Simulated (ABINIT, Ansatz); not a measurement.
## CsCdCl3 (Pm-3m): one start, several treatments of the self-energy

How much does the gap of CsCdCl3 (Pm-3m) depend on the approximation to the self-energy?

Method: LDA and many-body steps on it, plane waves, in ABINIT 10.8.3.

The database entry behind the starting cell is an old determination (1928), so it need not match the best structure at ambient conditions.

### Step 1. Starting point

It takes space group Pm-3m (No. 221, cubic). The conventional cell has a = 5.200 Å, b = 5.200 Å, c = 5.200 Å, α = 90.00°, β = 90.00°, γ = 90.00°. Cs has 12 Cl at 3.68 Å nearest. Cd has 6 Cl at 2.60 Å nearest. Nearest to Cl lie 2 Cd at 2.60 Å and 4 Cs at 3.68 Å. Farther neighbours and most contacts between anions are not listed.

The cell and positions come from the Crystallography Open Database and are kept as given unless a step says otherwise. Spin-orbit coupling is left out unless a step names it.

### Step 2. Empty states on the mesh, 2×2×2 mesh, 488 bands

This step: ABINIT 10.8.3; DFT, LDA, plane waves, norm-conserving pseudopotentials.

The sums over transitions need many empty states on a uniform mesh; this step solves for them.

run.abi reads:

```
acell 3*1.0 Angstrom
rprim 
  5.200000000000 0.000000000000 0.000000000000
  0.000000000000 5.200000000000 0.000000000000
  0.000000000000 0.000000000000 5.200000000000
ntypat 3
znucl 55 48 17
natom 5
typat 1 2 3 3 3
xred 
  0.000000000000 0.000000000000 0.000000000000
  0.500000000000 0.500000000000 0.500000000000
  0.000000000000 0.500000000000 0.500000000000
  0.500000000000 0.000000000000 0.500000000000
  0.500000000000 0.500000000000 0.000000000000
pp_dirpath "pseudos"
pseudos "Cs.upf, Cd.upf, Cl.upf"
ecut 47
ngkpt 2 2 2
nshiftk 1
shiftk 0 0 0
kptopt 1
chksymbreak 0
iscf -2
irdden 1
istwfk *1
nband 488
nbdbuf 44
tolwfr 1e-09
nstep 60
prtvol 0
indata_prefix "in"
outdata_prefix "out"
tmpdata_prefix "tmp"
```

Started as:

```
OMP_NUM_THREADS=1 mpirun -n 4 abinit run.abi > log
```

Numbers of over 12 decimals in the logs are rounded to 6 here.

The program printed:

```text
.Version 10.8.3 of ABINIT. v10.8.2 released Aug 2026.

 Symmetries : space group Pm -3 m (#221); Bravais cP (primitive cubic)
[... echo of the input left out ...]
== DATASET  1 ==================================================================
-   mpi_nproc: 4, omp_nthreads: 1 (-1 if OMP is not activated)

--- !DatasetInfo
iteration_state: {dtset: 1, }
dimensions: {natom: 5, nkpt: 4, mband: 488, nsppol: 1, nspinor: 1, nspden: 1, mpw: 14604, }
cutoff_energies: {ecut:  47.0, pawecutdg:  -1.0, }
[...]
4.37569    4.37570    4.37649    4.37649    4.37650    4.39096    4.41501    4.41503
   4.41507    4.41759    4.41774    4.43693    4.43701    4.43728    4.44519    4.52520
 prteigrs : prtvol=0 or 1, do not print more k-points.

== END DATASET(S) ==============================================================
================================================================================

 -outvars: echo values of variables after computation  --------
            nband         488
             nkpt           4
          spgroup         221
 [... the other variables as echoed above ...]

 Calculation completed.
```

Wall time 14 min (4 MPI ranks of Intel Xeon Platinum 8375C at 2.90GHz (Ice Lake), shared host); peak memory 0.95 GiB.

Numbers from this step:

| Quantity | Value |
| --- | --- |
| gap | 1.511 eV |
| k of the valence top | 0.5, 0.5, 0.5 |
| k of the conduction bottom | 0, 0, 0 |
| least direct gap | 2.094 eV |
| k points computed | 4 |
| lowest point of the top converged band, above the valence top | 111.0061 eV |

On this mesh the gap is 1.511 eV.

The density comes from a self-consistent run that is not shown.

### Step 3. Screening, 2×2×2 mesh, 196 bands, screening to 141.5 eV

The RPA dielectric matrix is built and inverted for each q.

This step: RPA screening on LDA, plane waves, norm-conserving pseudopotentials.

run.abi: that of step 2 with these lines changed.

```diff
@@ -23,10 +23,11 @@
 chksymbreak 0
-iscf -2
-irdden 1
 istwfk *1
-nband 488
-nbdbuf 44
-tolwfr 1e-09
-nstep 60
-prtvol 0
+occopt 1
+irdwfk 1
+optdriver 3
+nband 196
+ecuteps 5.2
+inclvkb 2
+awtr 1
+symchi 1
 indata_prefix "in"
```

The program printed:

```text
.Version 10.8.3 of ABINIT. v10.8.2 released Aug 2026.

 Symmetries : space group Pm -3 m (#221); Bravais cP (primitive cubic)
[... echo of the input left out ...]
== DATASET  1 ==================================================================
-   mpi_nproc: 4, omp_nthreads: 1 (-1 if OMP is not activated)

--- !DatasetInfo
iteration_state: {dtset: 1, }
dimensions: {natom: 5, nkpt: 4, mband: 196, nsppol: 1, nspinor: 1, nspden: 1, mpw: 14604, }
cutoff_energies: {ecut:  47.0, pawecutdg:  -1.0, }
electrons: {nelect:   5.00000000E+01, charge:   0.00000000E+00, occopt:   1.00000000E+00, tsmear:   1.00000000E-02, }

 SCREENING: Calculation of the susceptibility and dielectric matrices

 Based on a program developped by R.W. Godby, V. Olevano, G. Onida, and L. Reining.
 Incorporated in ABINIT by V. Olevano, G.-M. Rignanese, and M. Torrent.
.Using double precision arithmetic ; gwpc =  8

[... cell and pseudopotentials left out ...]
--------------------------------------------------------------------------------

 ==== K-mesh for the wavefunctions ====
 Number of points in the irreducible wedge :     4
[... list of points left out ...]
 Together with 48 symmetry operations and time-reversal symmetry
 yields     8 points in the full Brillouin Zone.

 ==== Q-mesh for the screening function ====
 Number of points in the irreducible wedge :     4
[... list of points left out ...]
 Together with 48 symmetry operations and time-reversal symmetry
 yields     8 points in the full Brillouin Zone.

 setmesh: FFT mesh size selected  =    45x   45x   45
          total number of points  =        91125

 vcoul_init : cutoff-mode = AUXILIARY_FUNCTION
 q-points for optical limit:   1
     1)      0.000010    0.000020    0.000030

- screening: taking advantage of time-reversal symmetry
- Maximum band index for partially occupied states nbvw = 25
- Remaining bands to be divided among processors   nbcw = 171
- Number of bands treated by each node ~42

 Number of electrons calculated from density =   50.0000; Expected =   50.0000
 average of density, n =  0.052694
 r_s =    1.6547
 omega_plasma =   22.1430 [eV]

 calculating chi0 at frequencies [eV] :
  1    0.000000E+00    0.000000E+00
  2    0.000000E+00    2.214304E+01

--------------------------------------------------------------------------------
  q-point number  1        q = ( 0.000000, 0.000000, 0.000000) [r.l.u.]
--------------------------------------------------------------------------------
[... chi0 elements left out ...]
 For q-point:  0.000010 0.000020 0.000030
  dielectric constant =   4.5388
  dielectric constant without local fields =   5.0021

  Average fulfillment of the sum rule on Im[epsilon] for q-point    1 :     64.36  [%]
[... wings left out ...]
  q-point number  2        q = ( 0.500000, 0.000000, 0.000000) [r.l.u.]
--------------------------------------------------------------------------------
[... chi0 elements left out ...]
  Average fulfillment of the sum rule on Im[epsilon] for q-point    2 :     69.93  [%]

 [... 2 further q-points ...]
```

It took 100 s on 4 MPI ranks; peak memory 2.8 GiB.

This step gave:

```yaml
eps_infinity_with_local_fields_on_this_mesh_along_the_program_s_q_direction: 4.539
the_same_without_local_fields: 5.002
plasma_frequency: 22.14 eV
plane_waves_in_the_screening_matrix: 515
```

Local fields lower ε∞ by 9 %. On a Γ-centred mesh this coarse the value itself is usually too large, while a short band sum pulls it down.

### Step 4. G0W0, Godby-Needs plasmon pole

The self-energy is evaluated for the states that the input lists, and the levels follow from it, in one-shot runs by the linearised quasiparticle equation.

This step: G0W0 on LDA, plane waves, norm-conserving pseudopotentials.

run.abi: that of step 3 with these lines changed.

```diff
@@ -26,8 +26,17 @@
 irdwfk 1
-optdriver 3
+optdriver 4
 nband 196
+gwcalctyp 0
+ecutsigx 47
+symsigma 1
+nkptgw 2
+kptgw 
+  0.5000000000 0.5000000000 0.5000000000
+  0.0000000000 0.0000000000 0.0000000000
+bdgw 
+  24 28
+  23 27
 ecuteps 5.2
-inclvkb 2
-awtr 1
-symchi 1
+irdscr 1
+ppmodel 1
 indata_prefix "in"
```

The program printed:

```text
.Version 10.8.3 of ABINIT. v10.8.2 released Aug 2026.

 Symmetries : space group Pm -3 m (#221); Bravais cP (primitive cubic)
[... echo of the input left out ...]
== DATASET  1 ==================================================================
-   mpi_nproc: 4, omp_nthreads: 1 (-1 if OMP is not activated)

--- !DatasetInfo
iteration_state: {dtset: 1, }
dimensions: {natom: 5, nkpt: 4, mband: 196, nsppol: 1, nspinor: 1, nspden: 1, mpw: 14604, }
cutoff_energies: {ecut:  47.0, pawecutdg:  -1.0, }
electrons: {nelect:   5.00000000E+01, charge:   0.00000000E+00, occopt:   1.00000000E+00, tsmear:   1.00000000E-02, }

 SIGMA: Calculation of the GW corrections

 Based on a program developped by R.W. Godby, V. Olevano, G. Onida, and L. Reining.
 Incorporated in ABINIT by V. Olevano, G.-M. Rignanese, and M. Torrent.
.Using double precision arithmetic ; gwpc =  8

[... cell and pseudopotentials left out ...]
--------------------------------------------------------------------------------

 ==== K-mesh for the wavefunctions ====
 Number of points in the irreducible wedge :     4
[... list of points left out ...]
 Together with 48 symmetry operations and time-reversal symmetry
 yields     8 points in the full Brillouin Zone.

 ==== Q-mesh for screening function ====
 Number of points in the irreducible wedge :     4
[... list of points left out ...]
 Together with 48 symmetry operations and time-reversal symmetry
 yields     8 points in the full Brillouin Zone.

 vcoul_init : cutoff-mode = AUXILIARY_FUNCTION
 q-points for optical limit:   1
     1)      0.000010    0.000020    0.000030
 setmesh: FFT mesh size selected  =    64x   64x   64
          total number of points  =       262144

 Number of electrons calculated from density =   50.0000; Expected =   50.0000
 average of density, n =  0.052694
 r_s =    1.6547
 omega_plasma =   22.1430 [eV]

 === KS Band Gaps ===
  >>>> For spin  1
   Minimum direct gap =   2.0937 [eV], located at k-point      :   0.0000  0.0000  0.0000
   Fundamental gap    =   1.5109 [eV], Top of valence bands at :   0.5000  0.5000  0.5000
                                       Bottom of conduction at :   0.0000  0.0000  0.0000
 SIGMA fundamental parameters:
 PLASMON POLE MODEL  1
 number of plane-waves for SigmaX                14531
 number of plane-waves for SigmaC and W            515
 number of plane-waves for wavefunctions         14531
 number of bands                                   196
 number of independent spin polarizations            1
 number of spinorial components                      1
 number of k-points in IBZ                           4
 number of q-points in IBZ                           4
 number of symmetry operations                      48
 number of k-points in BZ                            8
 number of q-points in BZ                            8
 number of frequencies for dSigma/dE                 9
 frequency step for dSigma/dE [eV]                0.25
 number of omega for Sigma on real axis              0
 max omega for Sigma on real axis  [eV]           0.00
 zcut for avoiding poles [eV]                     0.10

 EPSILON^-1 parameters (SCR file):
 dimension of the eps^-1 matrix on file            515
 dimension of the eps^-1 matrix used               515
 number of plane-waves for wavefunctions         14531
 number of bands                                   196
 number of q-points in IBZ                           4
 number of frequencies                               2
 number of real frequencies                          1
 number of imag frequencies                          1

 matrix elements of self-energy operator (all in [eV])

 Perturbative Calculation

--- !SelfEnergy_ee
iteration_state: {dtset: 1, }
kpoint     : [   0.500,    0.500,    0.500, ]
spin       : 1
KS_gap     :    5.653
QP_gap     :    7.608
Delta_QP_KS:    1.955
data: !SigmaeeData |
     Band     E0 <VxcDFT>   SigX SigC(E0)      Z dSigC/dE  Sig(E)    E-E0       E
       24   1.681 -17.254 -21.080   2.799   0.792  -0.263 -18.068  -0.814   0.867
       25   1.681 -17.254 -21.080   2.799   0.792  -0.263 -18.068  -0.814   0.867
       26   7.334  -9.931  -5.011  -3.553   0.834  -0.199  -8.790   1.141   8.475
       27   7.334  -9.931  -5.011  -3.553   0.834  -0.199  -8.790   1.141   8.475
       28   7.334  -9.931  -5.011  -3.553   0.834  -0.199  -8.790   1.141   8.475

--- !SelfEnergy_ee
iteration_state: {dtset: 1, }
kpoint     : [   0.000,    0.000,    0.000, ]
spin       : 1
KS_gap     :    2.094
QP_gap     :    4.557
Delta_QP_KS:    2.463
data: !SigmaeeData |
     Band     E0 <VxcDFT>   SigX SigC(E0)      Z dSigC/dE  Sig(E)    E-E0       E
       23   1.098 -14.307 -18.491   2.796   0.786  -0.272 -15.397  -1.091   0.007
       24   1.098 -14.307 -18.491   2.796   0.786  -0.272 -15.397  -1.091   0.007
       25   1.098 -14.307 -18.491   2.796   0.786  -0.272 -15.397  -1.091   0.007
       26   3.192 -13.086  -8.162  -3.257   0.823  -0.215 -11.714   1.372   4.564
       27   7.246  -7.982  -3.357  -3.493   0.847  -0.180  -7.023   0.959   8.205

== END DATASET(S) ==============================================================
================================================================================

 -outvars: echo values of variables after computation  --------
           etotal      0.0000000000E+00
            nband         196
             nkpt           4
          spgroup         221
 [... the other variables as echoed above ...]

 Calculation completed.
```

Run time: 30 s. Hardware: 4 MPI ranks; peak memory 2.3 GiB.

Numbers from this step:

| Quantity | Value |
| --- | --- |
| G0W0 gap on the points computed | 3.697 eV |
| starting gap on the mesh | 1.511 eV |
| k of the valence top | 0.5, 0.5, 0.5 |
| k of the conduction bottom | 0, 0, 0 |
| Z at the valence top | 0.792 |
| Z at the conduction bottom | 0.823 |
| least direct G0W0 gap on the computed points | 4.557 eV |

The gap on the mesh goes from 1.51 eV to 3.70 eV, a correction of +2.19 eV.

### Step 5. G0W0, von der Linden-Horsch plasmon pole

run.abi: that of step 4 with these lines changed.

```diff
@@ -40,3 +40,3 @@
 irdscr 1
-ppmodel 1
+ppmodel 3
 indata_prefix "in"
```

The program printed:

```text
.Version 10.8.3 of ABINIT. v10.8.2 released Aug 2026.

 Symmetries : space group Pm -3 m (#221); Bravais cP (primitive cubic)
[... echo of the input left out ...]
== DATASET  1 ==================================================================
-   mpi_nproc: 4, omp_nthreads: 1 (-1 if OMP is not activated)

--- !DatasetInfo
iteration_state: {dtset: 1, }
dimensions: {natom: 5, nkpt: 4, mband: 196, nsppol: 1, nspinor: 1, nspden: 1, mpw: 14604, }
cutoff_energies: {ecut:  47.0, pawecutdg:  -1.0, }
electrons: {nelect:   5.00000000E+01, charge:   0.00000000E+00, occopt:   1.00000000E+00, tsmear:   1.00000000E-02, }

 SIGMA: Calculation of the GW corrections

 Based on a program developped by R.W. Godby, V. Olevano, G. Onida, and L. Reining.
 Incorporated in ABINIT by V. Olevano, G.-M. Rignanese, and M. Torrent.
.Using double precision arithmetic ; gwpc =  8

[... cell and pseudopotentials left out ...]
--------------------------------------------------------------------------------

 ==== K-mesh for the wavefunctions ====
 Number of points in the irreducible wedge :     4
[... list of points left out ...]
 Together with 48 symmetry operations and time-reversal symmetry
 yields     8 points in the full Brillouin Zone.

 ==== Q-mesh for screening function ====
 Number of points in the irreducible wedge :     4
[... list of points left out ...]
 Together with 48 symmetry operations and time-reversal symmetry
 yields     8 points in the full Brillouin Zone.

 vcoul_init : cutoff-mode = AUXILIARY_FUNCTION
 q-points for optical limit:   1
     1)      0.000010    0.000020    0.000030
 setmesh: FFT mesh size selected  =    64x   64x   64
          total number of points  =       262144

 Number of electrons calculated from density =   50.0000; Expected =   50.0000
[...]
number of omega for Sigma on real axis              0
 max omega for Sigma on real axis  [eV]           0.00
 zcut for avoiding poles [eV]                     0.10

 EPSILON^-1 parameters (SCR file):
 dimension of the eps^-1 matrix on file            515
 dimension of the eps^-1 matrix used               515
 number of plane-waves for wavefunctions         14531
 number of bands                                   196
 number of q-points in IBZ                           4
 number of frequencies                               2
 number of real frequencies                          1
 number of imag frequencies                          1

 matrix elements of self-energy operator (all in [eV])

 Perturbative Calculation

--- !SelfEnergy_ee
iteration_state: {dtset: 1, }
kpoint     : [   0.500,    0.500,    0.500, ]
spin       : 1
KS_gap     :    5.653
QP_gap     :    7.603
Delta_QP_KS:    1.949
data: !SigmaeeData |
     Band     E0 <VxcDFT>   SigX SigC(E0)      Z dSigC/dE  Sig(E)    E-E0       E
       24   1.681 -17.254 -21.080   2.604   0.845  -0.183 -18.287  -1.033   0.648
       25   1.681 -17.254 -21.080   2.604   0.845  -0.183 -18.287  -1.033   0.648
       26   7.334  -9.931  -5.011  -3.880   0.881  -0.135  -9.015   0.916   8.250
[...]
--- !SelfEnergy_ee
iteration_state: {dtset: 1, }
kpoint     : [   0.000,    0.000,    0.000, ]
spin       : 1
KS_gap     :    2.094
QP_gap     :    4.653
Delta_QP_KS:    2.559
data: !SigmaeeData |
     Band     E0 <VxcDFT>   SigX SigC(E0)      Z dSigC/dE  Sig(E)    E-E0       E
[...]
26   3.192 -13.086  -8.162  -3.657   0.870  -0.149 -11.983   1.103   4.295
       27   7.246  -7.982  -3.357  -3.794   0.892  -0.121  -7.241   0.741   7.987

== END DATASET(S) ==============================================================
================================================================================

 -outvars: echo values of variables after computation  --------
           etotal      0.0000000000E+00
            nband         196
             nkpt           4
          spgroup         221
 [... the other variables as echoed above ...]

 Calculation completed.
```

Run time: 19 s. Hardware: 4 MPI ranks; peak memory 2.2 GiB.

This step gave:

| Property | Result |
| --- | --- |
| G0W0 gap on the points computed | 3.647 eV |
| starting gap on the mesh | 1.511 eV |
| k of the valence top | 0.5, 0.5, 0.5 |
| k of the conduction bottom | 0, 0, 0 |
| Z at the valence top | 0.845 |
| Z at the conduction bottom | 0.87 |
| least direct G0W0 gap on the computed points | 4.653 eV |

Against G0W0 in ABINIT (2×2×2 mesh, 196 bands, screening to 141.5 eV, Godby-Needs plasmon pole), the gap moves by −0.050 eV.

[end of part 1 of 2]

[Paths, hosts, dates, memory and timing lines, banners, echoed tables and standing remarks are left out of the program output.]

[Logs are printed without paths, hosts, clocks, repeated set-up lines and the standing remarks that a program may print on its own settings, such as how far it seeks lower states.]

[Runs of the session that timed out or met a known fault of the program may be left out.]

[No measured gap is set beside runs whose start may be inverted or whose files or cutoffs have a known fault.]

[Hosts, paths, dates, database ids (printed as entryN), source tags and the programs' standing remarks are cut or masked in the printed files.]

[G0W0 gaps are taken among the corrected bands and points alone; a level outside them can change the order at an edge.]

[Where Ansatz stands beside ABINIT at settings called matched, ABINIT's density can come from a denser mesh and the files from another edition; pairs whose starting gaps differed by over 0.03 eV were left out, so agreement reads better than it is.]
